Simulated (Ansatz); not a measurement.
## In2Se (model cell, started as antifluorite): the cell at rest: cost of one run

Ansatz 0.2.0; DFT PBEsol, scalar-relativistic, plane waves, norm-conserving pseudopotentials. The cell holds 3 atoms.

The structure was built from a prototype and need not be the compound's stable phase.

Contents of input.yaml:

```yaml
crystal:
  lattice:
    - [0.0, 3.5819124866, 3.5819124866]
    - [3.5819124866, 0.0, 3.5819124866]
    - [3.5819124866, 3.5819124866, 0.0]
  atoms:
    - { symbol: Se, position: [0.0, 0.0, 0.0] }
    - { symbol: In, position: [0.25, 0.25, 0.25] }
    - { symbol: In, position: [0.75, 0.75, 0.75] }
kpoints:
  mp_grid: { grid: [12, 12, 12] }
hamiltonian:
  xc: pbesol
  pseudopotentials: { kind: nc }
scf:
  occupations: { method: methfessel_paxton, width: 0.2 }
output:
  forces: true
  stress: true
  eigenvalues: true
relax:
  adjacent_minimum: "off"
  f_tol: 0.001
  max_steps: 60
  cell: { stress_tol: 0.01 }
```

Command:

```
$ ansatz run input.yaml --threads 4 --pin off --max-ram 7168MiB --backend cpu --events-out ev --progress --plain --runs-dir out
```

The cutoff in use is 1170 eV. For reference, a run of the same kind (3 atoms, 47 k-points, 26 bands and 8,363 plane waves; 23 SCF cycles) took 27 s and 0.86 GiB on the same hardware.

Q: Estimate wall time and peak memory on 4 threads of Arm Neoverse V1, shared host.

A cutoff of 1170 eV is a sphere of radius 17.5 Å⁻¹, so a cell of 92 Å³ holds about V·G³/6π² = 8,353 plane waves. At two electrons a band, the 42 electrons need 21 bands, and 5 more are carried. Symmetry cuts the 12×12×12 mesh from 1728 to 72 points. The run has 72 k-points, 26 bands and 8,393 plane waves. Taking the work of a cycle as k-points × spins × bands × plane waves, that is 1.5 times the reference, or 42 s at the reference's 23 cycles. The run needed 22 SCF cycles over 4 ionic steps, which makes it about 40 s. One copy of the wavefunctions takes 0.23 GiB at 16 bytes a coefficient, against 0.15 GiB in the reference; grids, projectors and work arrays come on top. Measured: about 33 s, with a peak of 0.97 GiB. The estimate holds within 25 %.

[Logs are printed without paths, hosts, clocks, repeated set-up lines and the standing remarks that a program may print on its own settings, such as how far it seeks lower states.]

[Hosts, paths, dates, database ids (printed as entryN), source tags and the programs' standing remarks are cut or masked in the printed files.]
